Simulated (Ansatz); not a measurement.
# MoPS, from a guessed structure to a relaxed one

This structure for MoPS is made up. Its elements were placed in a known structure type with a cell scaled to their sizes. What cell does the guess relax to, and how far off was it?

Program: Ansatz 0.2.0. Level of theory: DFT, r2SCAN, plane-wave PAW, files of the set soft_1, scalar-relativistic, no spin, cell and ions relaxed at zero pressure; PAW set soft_1, in the first sound run; inputs show where later runs differ. Results are calculated unless marked as measured.

**1. The structure**

Symmetry: Immm, No. 71, orthorhombic system. Conventional cell: a = 3.579 Å, b = 4.752 Å, c = 12.226 Å, α = 90.00°, β = 90.00°, γ = 90.00°. Mo has 4 S at 2.62 to 2.68 Å and 4 P at 2.63 Å nearest. S has 4 Mo at 2.62 to 2.68 Å nearest. Nearest to P lie 2 P at 2.34 to 2.41 Å and 4 Mo at 2.63 Å. Farther neighbours and most contacts between anions are not listed.

**2. Relaxing cell and atoms**

The guessed cell has no reason to be at equilibrium. It is relaxed with the atoms, within the space group of the guess.

The input, input.yaml:

```yaml
crystal:
  lattice:
    - [-1.7895, 2.376, 6.113]
    - [1.7895, -2.376, 6.113]
    - [1.7895, 2.376, -6.113]
  atoms:
    - { symbol: Mo, position: [0.6236, 0.1236, 0.5] }
    - { symbol: Mo, position: [0.3764, 0.8764, 0.5] }
    - { symbol: S, position: [0.2133, 0.2133, 0.0] }
    - { symbol: S, position: [0.7867, 0.7867, 0.0] }
    - { symbol: P, position: [0.7537, 0.5, 0.2537] }
    - { symbol: P, position: [0.2463, 0.5, 0.7463] }
kpoints:
  mp_grid: { grid: [9, 9, 9] }
scf:
  occupations: { method: fermi_dirac, width: 0.05 }
hamiltonian:
  xc: r2scan
  pseudopotentials: { kind: paw, azcp: { folder: soft_1 } }
relax:
  f_tol: 0.015
  max_steps: 70
  cell: {}
output:
  forces: true
  stress: true
```

Started as:

```sh
$ ansatz run input.yaml --threads 4 --pin off --max-ram 10240MiB --backend cpu --events-out ev --progress --plain --runs-dir out
```

Numbers of over 12 decimals in the logs are rounded to 6 here.

What it wrote:

```text
basis.fft_grid_basis auto: the FFT boxes are laid along the combinations [[1, 0, 1], [0, 1, 1], [0, 0, 1]] of the cell's own vectors, 4.752, 3.579 and 6.798 Å long. The dense box has 36×27×50 points. Along the cell's own vectors, as sized, it would have 50×50×50, 2.57 times as many. Of the 8 symmetry operations that the crystal satisfies within crystal.symmetry.tolerance (time reversal apart; of a slab, those that ke [...]
Engine: ansatz 0.2.0, aarch64-unknown-linux-gnu
Pseudopotentials: kind: paw
Pseudopotential: Mo, paw, valence charge 14, recommended cutoff 500 eV (meta_gga), soft_1/Mo.paw.azcp
Pseudopotential: S, paw, valence charge 6, recommended cutoff 500 eV (meta_gga), soft_1/S.paw.azcp
Pseudopotential: P, paw, valence charge 5, recommended cutoff 500 eV (meta_gga), soft_1/P.paw.azcp
Functional definition: r2SCAN
  parameter k0 = 0.174
  parameter k1 = 0.065
  parameter a1 = 4.9479
  exchange = r2scan_x(k0 = k0, k1 = k1, a1 = a1)
  correlation = r2scan_c
Crystal: 6 atoms, lattice volume = 103.966 Å³
Basis set: ecut = 500 eV, 2681 PW (Γ), FFT grids on a1+a3, a2+a3, a3, exchange–correlation on 144×108×200 points (64 copies of the dense FFT grid, shifted against one another)
Bands: 31, of which v1, the nominal top of the filled ones, is band 25 counted from 1 (24 counted from 0)
Symmetry: 8 space group operations
Space group: Immm (ITA 71), of the structure as read, at distance tolerance 4.7e-5 Å
k-points: 125 of 729
Non-local potential: Mo, projectors of the file, l = 0: 3, l = 1: 2, l = 2: 2, l = 3: 1
Non-local potential: S, projectors of the file, l = 0: 2, l = 1: 2, l = 2: 1
Non-local potential: P, projectors of the file, l = 0: 2, l = 1: 2, l = 2: 1
PAW form: soft (Blöchl's): semilocal exchange-correlation on the pseudo side does not see the compensation charge
PAW frozen core: Mo, regenerated for the run's functional (the file was generated under x = pbe(κ = 0.804, μ = 0.219515), c = pbe(β = 0.066725))
PAW frozen core: S, regenerated for the run's functional (the file was generated under x = pbe(κ = 0.804, μ = 0.219515), c = pbe(β = 0.066725))
PAW frozen core: P, regenerated for the run's functional (the file was generated under x = pbe(κ = 0.804, μ = 0.219515), c = pbe(β = 0.066725))
PAW one-centre angular grid: Mo, 590 points (default); XC on 160 Gauss nodes
PAW one-centre angular grid: S, 302 points (default); XC on 160 Gauss nodes
PAW one-centre angular grid: P, 302 points (default); XC on 160 Gauss nodes
Initial density: superposition of atomic densities (chi_scale 0.1, normalization cell, long waves kept (reshape's long-wave potential 0.07 eV rms))
Initial wavefunctions: pseudopotential atomic-orbital guess
Functional: x = r2scan, c = r2scan; τ floored in thin density (d = 2e-4 eV/Å³)
SCF iter   1: F=—  HF=-13269.393324 eV  |F-HF|=—  |Δ(HF+E_count)|=         —  Δρ=8.37e-2  dr2=1.43e1  dr2_τ=5.72e-1  ethr=3.10e-3  ⟨swp⟩=8.6  Hψ=20314  notcnv=0
preconditioner: auto → Kerker (q_TF=auto, 2.415 Å⁻¹)  [metal: Δε(μ)=0.001 eV  Ē_g=7.742 eV  σ=0.050 eV  W_gap=0.00  n_scr=24 (ndim 8)  ℏωp=21.2 eV  f_vac=0.000  D(μ)=3.64/eV (n_scr^D=32)]
SCF iter   2: F=—  HF=-13267.269711 eV  |F-HF|=—  |Δ(HF+E_count)|=    2.12e0  Δρ=2.94e-2  dr2=1.71e0  dr2_τ=4.73e-1  ethr=3.10e-3  ⟨swp⟩=3.1  Hψ=9162  notcnv=0
SCF iter   3: F=—  HF=-13267.206075 eV  |F-HF|=—  |Δ(HF+E_count)|=   6.36e-2  Δρ=1.79e-2  dr2=5.79e-1  dr2_τ=8.86e-3  ethr=3.10e-3  ⟨swp⟩=1.9  Hψ=4868  notcnv=0
SCF iter   4: F=—  HF=-13267.173829 eV  |F-HF|=—  |Δ(HF+E_count)|=   3.22e-2  Δρ=3.24e-3  dr2=1.84e-2  dr2_τ=9.33e-4  ethr=1.16e-3  ⟨swp⟩=3.1  Hψ=6694  notcnv=0  defer=1
SCF iter   5: F=—  HF=-13267.175558 eV  |F-HF|=—  |Δ(HF+E_count)|=   1.73e-3  Δρ=1.27e-3  dr2=2.62e-3  dr2_τ=1.57e-4  ethr=3.69e-5  ⟨swp⟩=2.2  Hψ=6600  notcnv=0  defer=1
SCF iter   6: F=—  HF=-13267.175683 eV  |F-HF|=—  |Δ(HF+E_count)|=   1.25e-4  Δρ=3.90e-4  dr2=2.68e-4  dr2_τ=2.24e-5  ethr=5.23e-6  ⟨swp⟩=2.2  Hψ=6274  notcnv=0
SCF iter   7: F=—  HF=-13267.175673 eV  |F-HF|=—  |Δ(HF+E_count)|=   1.07e-5  Δρ=6.65e-5  dr2=9.09e-6  dr2_τ=5.69e-7  ethr=5.36e-7  ⟨swp⟩=2.3  Hψ=5745  notcnv=0
SCF iter   8: F=—  HF=-13267.175671 eV  |F-HF|=—  |Δ(HF+E_count)|=   1.85e-6  Δρ=1.93e-5  dr2=8.47e-7  dr2_τ=1.43e-8  ethr=1.82e-8  ⟨swp⟩=2.1  Hψ=5985  notcnv=0
SCF iter   9: F=-13267.175671 eV  HF=-13267.175671 eV  |F-HF|=8.39e-9  |Δ(HF+E_count)|=   8.13e-8  Δρ=4.79e-6  dr2=4.67e-8  dr2_τ=2.53e-9  ethr=2.00e-10  ⟨swp⟩=5.4  Hψ=15340  notcnv=0
SCF 1 converged in 9 iterations: F = -13267.175671 eV  dr2 = 4.67e-8
  greatest PAW one-centre occupation: 0.999 electrons in one spin orbital (limit 2), on the Mo atom at site 1 (counted from 0), in its partial waves of l = 0
relax step   1: F+E_penalty+E_count = -13267.17567088 eV  Δ(F+E_penalty+E_count) = +0.000e0 eV  max|allowed force component| = 8.363e-1 eV/Å  Δτ_max = 0.0000 Å  P = -16.744 GPa  Ω = 103.966 Å³  (9 SCF iters, dr2 threshold 1.00e-7 eV, accepted)
Crystal: 6 atoms, lattice volume = 93.435 Å³
Basis set: ecut = 500 eV, 2379 PW (Γ), FFT grids on a1+a3, a2+a3, a3, exchange–correlation on 144×108×200 points (64 copies of the dense FFT grid, shifted against one another)
Initial density: handed on by an earlier stage of this run
Initial wavefunctions: those handed on with the density
iter 1 solved again at ethr=4.47e-4 eV; its pass at ethr=3.10e-3 eV (dr2=2.24e-1 eV) is discarded
SCF iter   1: F=—  HF=-13267.466675 eV  |F-HF|=—  |Δ(HF+E_count)|=         —  Δρ=9.66e-3  dr2=2.25e-1  dr2_τ=7.01e-1  ethr=4.47e-4  ⟨swp⟩=1.6  Hψ=25287  notcnv=0
preconditioner: auto → Kerker (q_TF=auto, 2.458 Å⁻¹)  [metal: Δε(μ)=0.022 eV  Ē_g=7.823 eV  σ=0.050 eV  W_gap=0.11  n_scr=24 (ndim 8)  ℏωp=22.4 eV  f_vac=0.000  D(μ)=2.43/eV (n_scr^D=16)]
SCF iter   2: F=—  HF=-13267.973513 eV  |F-HF|=—  |Δ(HF+E_count)|=   5.07e-1  Δρ=6.52e-3  dr2=9.26e-2  dr2_τ=1.71e-3  ethr=4.47e-4  ⟨swp⟩=2.4  Hψ=7463  notcnv=0
SCF iter   3: F=—  HF=-13267.963119 eV  |F-HF|=—  |Δ(HF+E_count)|=   1.04e-2  Δρ=4.07e-3  dr2=3.89e-2  dr2_τ=5.71e-3  ethr=1.85e-4  ⟨swp⟩=2.6  Hψ=6524  notcnv=0
SCF iter   4: F=—  HF=-13267.957930 eV  |F-HF|=—  |Δ(HF+E_count)|=   5.19e-3  Δρ=1.03e-3  dr2=1.04e-3  dr2_τ=1.53e-4  ethr=7.79e-5  ⟨swp⟩=2.0  Hψ=5521  notcnv=0  defer=1
SCF iter   5: F=—  HF=-13267.958254 eV  |F-HF|=—  |Δ(HF+E_count)|=   3.24e-4  Δρ=4.42e-4  dr2=2.35e-4  dr2_τ=6.21e-6  ethr=2.08e-6  ⟨swp⟩=2.1  Hψ=6137  notcnv=0  defer=1
SCF iter   6: F=—  HF=-13267.958299 eV  |F-HF|=—  |Δ(HF+E_count)|=   4.45e-5  Δρ=8.58e-5  dr2=7.47e-6  dr2_τ=5.26e-7  ethr=4.70e-7  ⟨swp⟩=2.0  Hψ=5927  notcnv=0  defer=1
[...]
SCF iter   3: F=—  HF=-13267.998089 eV  |F-HF|=—  |Δ(HF+E_count)|=   8.09e-4  Δρ=1.25e-3  dr2=9.16e-4  dr2_τ=8.92e-5  ethr=6.94e-6  ⟨swp⟩=2.7  Hψ=6488  notcnv=0
SCF iter   4: F=—  HF=-13267.998435 eV  |F-HF|=—  |Δ(HF+E_count)|=   3.46e-4  Δρ=2.28e-4  dr2=5.13e-5  dr2_τ=1.59e-5  ethr=1.83e-6  ⟨swp⟩=3.0  Hψ=7581  notcnv=0
SCF iter   5: F=—  HF=-13267.998439 eV  |F-HF|=—  |Δ(HF+E_count)|=   3.62e-6  Δρ=1.11e-4  dr2=1.54e-5  dr2_τ=6.17e-7  ethr=1.03e-7  ⟨swp⟩=2.7  Hψ=7070  notcnv=0
SCF iter   6: F=—  HF=-13267.998440 eV  |F-HF|=—  |Δ(HF+E_count)|=   1.34e-6  Δρ=3.22e-5  dr2=1.32e-6  dr2_τ=6.61e-8  ethr=3.09e-8  ⟨swp⟩=2.5  Hψ=6036  notcnv=0
SCF iter   7: F=-13267.998440 eV  HF=-13267.998440 eV  |F-HF|=1.64e-8  |Δ(HF+E_count)|=   2.07e-7  Δρ=7.47e-6  dr2=6.78e-8  dr2_τ=3.60e-9  ethr=1.20e-9  ⟨swp⟩=5.0  Hψ=14396  notcnv=0
SCF 3 converged in 7 iterations: F = -13267.998440 eV  dr2 = 6.78e-8
relax step   3: F+E_penalty+E_count = -13267.99844019 eV  Δ(F+E_penalty+E_count) = -4.014e-2 eV  max|allowed force component| = 2.442e-1 eV/Å  Δτ_max = 0.0243 Å  P = +0.504 GPa  Ω = 91.077 Å³  energy of the carried Pulay correction = +2.060e-3 eV  (7 SCF iters, dr2 threshold 6.00e-7 eV, accepted)
[...]
relax step   4: F+E_penalty+E_count = -13268.00579953 eV  Δ(F+E_penalty+E_count) = -7.359e-3 eV  max|allowed force component| = 1.837e-1 eV/Å  Δτ_max = 0.0106 Å  P = +0.365 GPa  Ω = 90.830 Å³  energy of the carried Pulay correction = +2.102e-3 eV  (6 SCF iters, dr2 threshold 6.00e-7 eV, accepted)
[...]
relax step   5: F+E_penalty+E_count = -13268.00824394 eV  Δ(F+E_penalty+E_count) = -2.444e-3 eV  max|allowed force component| = 1.105e-1 eV/Å  Δτ_max = 0.0164 Å  P = -0.046 GPa  Ω = 90.965 Å³  energy of the carried Pulay correction = +2.079e-3 eV  (5 SCF iters, dr2 threshold 6.00e-7 eV, accepted)
[...]
relax step   6: F+E_penalty+E_count = -13268.00917839 eV  Δ(F+E_penalty+E_count) = -9.345e-4 eV  max|allowed force component| = 1.711e-2 eV/Å  Δτ_max = 0.0092 Å  P = +0.055 GPa  Ω = 91.029 Å³  energy of the carried Pulay correction = +2.068e-3 eV  (5 SCF iters, dr2 threshold 6.00e-7 eV, accepted)
[...]
relax step   7: F+E_penalty+E_count = -13268.00931322 eV  Δ(F+E_penalty+E_count) = -1.348e-4 eV  max|allowed force component| = 7.138e-3 eV/Å  Δτ_max = 0.0013 Å  P = -0.031 GPa  Ω = 91.048 Å³  energy of the carried Pulay correction = +2.065e-3 eV  (5 SCF iters, dr2 threshold 2.22e-7 eV, accepted)
[...]
relax step   8: F+E_penalty+E_count = -13268.00933180 eV  Δ(F+E_penalty+E_count) = -1.858e-5 eV  max|allowed force component| = 1.234e-3 eV/Å  Δτ_max = 0.0006 Å  P = +0.005 GPa  Ω = 91.025 Å³  energy of the carried Pulay correction = +2.069e-3 eV  (5 SCF iters, dr2 threshold 2.24e-8 eV, accepted)
Basis set: ecut = 500 eV, 2279 PW (Γ), FFT grids on a1+a3, a2+a3, a3, exchange–correlation on 144×100×192 points (64 copies of the dense FFT grid, shifted against one another)
Initial wavefunctions: pseudopotential atomic-orbital guess (no wavefunctions were taken with the density)
iter 1 solved again at ethr=3.66e-7 eV; its pass at ethr=3.10e-3 eV (dr2=1.83e-4 eV) is discarded
SCF iter   1: F=—  HF=-13268.007547 eV  |F-HF|=—  |Δ(HF+E_count)|=         —  Δρ=1.58e-4  dr2=2.29e-6  dr2_τ=2.63e-5  ethr=3.66e-7  ⟨swp⟩=4.1  Hψ=32290  notcnv=0
SCF iter   2: F=—  HF=-13268.007555 eV  |F-HF|=—  |Δ(HF+E_count)|=   7.70e-6  Δρ=8.21e-5  dr2=6.08e-7  dr2_τ=8.38e-7  ethr=4.58e-9  ⟨swp⟩=2.1  Hψ=7044  notcnv=0
SCF iter   3: F=—  HF=-13268.007557 eV  |F-HF|=—  |Δ(HF+E_count)|=   2.18e-6  Δρ=5.32e-6  dr2=1.14e-8  dr2_τ=5.14e-9  ethr=1.22e-9  ⟨swp⟩=2.0  Hψ=6675  notcnv=0
SCF iter   4: F=—  HF=-13268.007557 eV  |F-HF|=—  |Δ(HF+E_count)|=   1.18e-8  Δρ=1.70e-6  dr2=1.79e-9  dr2_τ=6.02e-10  ethr=2.27e-11  ⟨swp⟩=2.0  Hψ=7080  notcnv=0
SCF iter   5: F=—  HF=-13268.007557 eV  |F-HF|=—  |Δ(HF+E_count)|=  9.26e-10  Δρ=7.14e-7  dr2=7.67e-10  dr2_τ=6.54e-11  ethr=3.58e-12  ⟨swp⟩=2.4  Hψ=6319  notcnv=0
SCF iter   6: F=—  HF=-13268.007557 eV  |F-HF|=—  |Δ(HF+E_count)|=  8.00e-11  Δρ=1.62e-7  dr2=6.16e-11  dr2_τ=2.62e-12  ethr=1.53e-12  ⟨swp⟩=2.0  Hψ=5565  notcnv=0
SCF iter   7: F=-13268.007557 eV  HF=-13268.007557 eV  |F-HF|=1.82e-12  |Δ(HF+E_count)|=  1.82e-12  Δρ=4.38e-8  dr2=1.69e-12  dr2_τ=1.42e-13  ethr=1.00e-12  ⟨swp⟩=5.0  Hψ=14395  notcnv=0
SCF 9 converged in 7 iterations: F = -13268.007557 eV  dr2 = 1.69e-12
relax step   9: F+E_penalty+E_count = -13268.00755708 eV  Δ(F+E_penalty+E_count) = +1.775e-3 eV  max|allowed force component| = 1.133e-3 eV/Å  Δτ_max = 0.0000 Å  P = -0.002 GPa  Ω = 91.025 Å³  stress off target by 9.62e-3 GPa  SCF on the basis re-selected at this cell (its energy is not comparable with the rows above)  (7 SCF iters)
basis re-selected at this cell: Δ(F+E_penalty+E_count) = +1.775e-3 eV, ΔP = -0.007 GPa vs the last step (what re-selecting the basis moved, of the pressure what is left beyond the Pulay correction that the steps carried, after the strain that the cell walked since its last selection, with what the two solves' SCF thresholds leave and, on support functions, any second-order correction that the steps lacked; it is no measure of the basis error at this ecutwfc). The dense FFT grid was sized anew with the basis: this SCF ran on 36×25×48 points, the steps before it on 36×27×50, so part of this shift can come from that change (see relax.cell in the input reference). [rest of the remark cut]
SCF converged after 7 iterations
Free energy (F): -13268.007557 eV
Harris-Foulkes:  -13268.007557 eV  (|F-HF|=1.82e-12)
Internal energy: -13267.981723 eV  (E = F + TS)
E sigma→0 (E₀):  -13267.994640 eV
Entropy (-TS):   -0.025834 eV (-4.306 meV/atom)
Fermi energy:    14.322344 eV
--- Per-component energies (eV) ---
  E_band       = -195.552200
  E_kinetic    = 1199.197033
  E_local      = -2572.716031  (includes V_loc(G=0)·N_el)
  E_nonlocal   = 427.540510
  E_hartree    = 932.970584
  E_xc         = -649.659567
  E_vxc        = -804.643837  (∫ρ·V_xc dr)
  E_paw        = -8822.718825  (= ΣΔE_a)
  E_vpaw       = -357.581811  (= ΣTr[D̂ρ^β])
  E_aug_tail   = 0.000046  (compensation charges beyond the density's cutoff)
  E_vtau       = 46.710705  (kinetic-family band-sum trace: ∫τ·v_τ [+ j·A + Jᵃ·Aᵃ] dr)
  E_ewald      = -3781.751853
  E_core_change = -0.843620  (= ΣΔE_core)
  E_smearing   = -0.025834  (= −TS)
  E_closure    = -0.000000  (closes the sum)
  Σ components = -13268.007557   (vs F -13268.007557, Δ=0.00e0)
--- Forces (eV/Å), atoms counted from 1 ---
  atom   1  Mo     0.00000000     0.00000000     0.00101577
  atom   2  Mo     0.00000000     0.00000000    -0.00101577
  atom   3  S      0.00000000     0.00000000     0.00113331
  atom   4  S      0.00000000     0.00000000    -0.00113331
  atom   5  P      0.00000000     0.00032232     0.00000000
  atom   6  P      0.00000000    -0.00032232     0.00000000
  max |Σ_I F_I| component: 2.17e-19 eV/Å
--- Stress (GPa, compression-positive) ---
       -0.009622       0.000000       0.000000
        0.000000       0.005057       0.000000
        0.000000       0.000000      -0.001711
  P = ⅓ Tr σ = -0.0021 GPa (-0.021 kbar)
--- Relaxed structure (8 steps of the walk, 8 accepted, 1 SCFs on fresh bases) ---
  F+E_penalty+E_count = -13268.00755708 eV   max|allowed force component| = 1.133e-3 eV/Å   (the final SCF, on the basis selected at the relaxed cell)
  cell:  # Å, volume = 91.0255 Å³
    - [-1.663379, 2.329781, 5.872141]
    - [1.663379, -2.329781, 5.872141]
    - [1.663379, 2.329781, -5.872141]
  atoms:
    - { symbol: Mo, position: [0.621601, 0.121601, 0.5] }
    - { symbol: Mo, position: [0.378399, 0.878399, 0.500000] }
    - { symbol: S, position: [0.214299, 0.214299, 4.629494139099499e-18] }
    - { symbol: S, position: [0.785701, 0.785701, 1.781700578941863e-17] }
    - { symbol: P, position: [0.760802, 0.500000, 0.260802] }
    - { symbol: P, position: [0.239198, 0.500000, 0.739198] }
```

Elapsed: 2 min, on 4 threads of Arm Neoverse V1, shared host; peak memory 0.87 GiB.

Relaxation path:

```tsv
step	energy less that of the first step (eV)	largest force component (eV/Å)	pressure (GPa)	volume (Å³)
1	0.0000	0.8363	-16.74	103.97
2	-0.7826	0.3788	-2.59	93.43
3	-0.8228	0.2442	0.50	91.08
4	-0.8301	0.1837	0.37	90.83
5	-0.8326	0.1105	-0.05	90.97
6	-0.8335	0.0171	0.06	91.03
7	-0.8336	0.0071	-0.03	91.05
8	-0.8337	0.0012	0.00	91.03
9*	-0.8319	0.0011	0.00	91.03
```

Relaxation steps marked * repeat the geometry before them on a plane-wave basis chosen anew for their cell, so energy and pressure can jump there.

Forces are held to the 8 operations that the run works with; a distortion that breaks them can't arise in this run.

```tsv
conventional cell, symmetrised	before	after	change
a (Å)	3.579	3.327	-7.0 %
b (Å)	4.752	4.660	-1.9 %
c (Å)	12.226	11.744	-3.9 %
volume (Å³/atom)	17.33	15.17	-12.4 %
```

The atoms that moved most (Å, as changes of fractional coordinates times the final cell):

```tsv
atom	dx	dy	dz	length
P5	0.000	0.033	0.000	0.033
P6	0.000	-0.033	0.000	0.033
Mo2	0.000	0.000	0.023	0.023
Mo1	0.000	0.000	-0.023	0.023
S4	0.000	0.000	-0.012	0.012
S3	0.000	0.000	0.012	0.012
```

Numbers from this step:

```
free energy             : -13268.0076 eV
energy at zero smearing : -13267.9946 eV
smearing term TS        : 0.02583 eV
Fermi energy            : 14.32 eV
electrons               : 50
symmetry operations     : 8
pressure                : -0.002092 GPa
```

Shortest distances by pair of elements, guess and relaxed (not always the same contact):

```tsv
pair	guess (Å)	relaxed (Å)
P–P	2.341	2.229
Mo–P	2.634	2.507
Mo–S	2.617	2.546
Mo–Mo	3.022	2.856
S–S	3.107	2.983
```

The relaxation ends with a largest force component of 0.0011 eV/Å and a pressure of 0.00 GPa.

(Part 1 of 2 ends here.)

[Logs are printed without paths, hosts, clocks, repeated set-up lines and the standing remarks that a program may print on its own settings, such as how far it seeks lower states.]

[Hosts, paths, dates, database ids (printed as entryN), source tags and the programs' standing remarks are cut or masked in the printed files.]
